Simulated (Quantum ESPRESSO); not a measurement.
# SiO2 (stishovite): which axis gives way under pressure?

Cell and atoms of stishovite SiO2 are relaxed at set pressures, to see how each axis shrinks. The phase is followed to these pressures whether or not it stays the stable one.

Calculated with Quantum ESPRESSO 7.5, PBEsol, GBRV 1.5 ultrasoft potentials, cutoff 680 eV, Fermi–Dirac smearing 0.02 eV, k-mesh 7×7×10, no spin polarisation, no spin-orbit coupling.

Reference cell, relaxed at zero pressure with PBEsol (P4_2/mnm): a = 4.1947 Å, b = 4.1947 Å, c = 2.6787 Å, α = 90.00°, β = 90.00°, γ = 90.00°.

```csv
atom,x,y,z
Si,0.0000,0.0000,0.0000
Si,0.5000,0.5000,0.5000
O,0.3060,0.3060,0.0000
O,0.1940,0.8060,0.5000
O,0.6940,0.6940,0.0000
O,0.8060,0.1940,0.5000
```

| P (GPa) | a (Å) | c (Å) | c/a |
| --- | --- | --- | --- |
| 0.00 | 4.1947 | 2.6787 | 0.6386 |
| 1.00 | 4.1889 | 2.6769 | 0.6391 |
| 2.00 | 4.1832 | 2.6752 | 0.6395 |
| 4.00 | 4.1721 | 2.6716 | 0.6404 |
| 6.00 | 4.1616 | 2.6681 | 0.6411 |
| 8.01 | 4.1514 | 2.6646 | 0.6418 |

**Question.** Give the linear compressibility of each axis at zero pressure, and the edges at −1.00 GPa, a row left out above.

Least squares with l = l0 + l1 P + l2 P² gives for a: l0 = 4.1947 Å, l1 = −5.878e−3 Å/GPa, l2 = 5.90e−5 Å/GPa², so β = −l1/l0 = 1.401 × 10⁻³ GPa⁻¹ and the withheld edge is 4.2006 Å. This extrapolates past the fitted rows. The run itself gives 4.2008 Å, so the estimate misses by 0.0002 Å, more than the largest misfit of the fitted rows (0.0000 Å).

Least squares with l = l0 + l1 P + l2 P² gives for c: l0 = 2.6787 Å, l1 = −1.780e−3 Å/GPa, l2 = 2.30e−6 Å/GPa², so β = −l1/l0 = 0.664 × 10⁻³ GPa⁻¹ and the withheld edge is 2.6805 Å. This extrapolates past the fitted rows. The run itself gives 2.6804 Å, so the estimate misses by 0.0001 Å, a rounding's worth.

The compressibilities add to the volume compressibility, 2β_a + β_c = 3.467 × 10⁻³ GPa⁻¹, or B0 ≈ 288 GPa; a parabola over so wide a range errs a few per cent to the stiff side. The a axis is the softest, 2.1 times as compressible as c.

[Logs are printed without paths, hosts, clocks, repeated set-up lines and the standing remarks that a program may print on its own settings, such as how far it seeks lower states.]
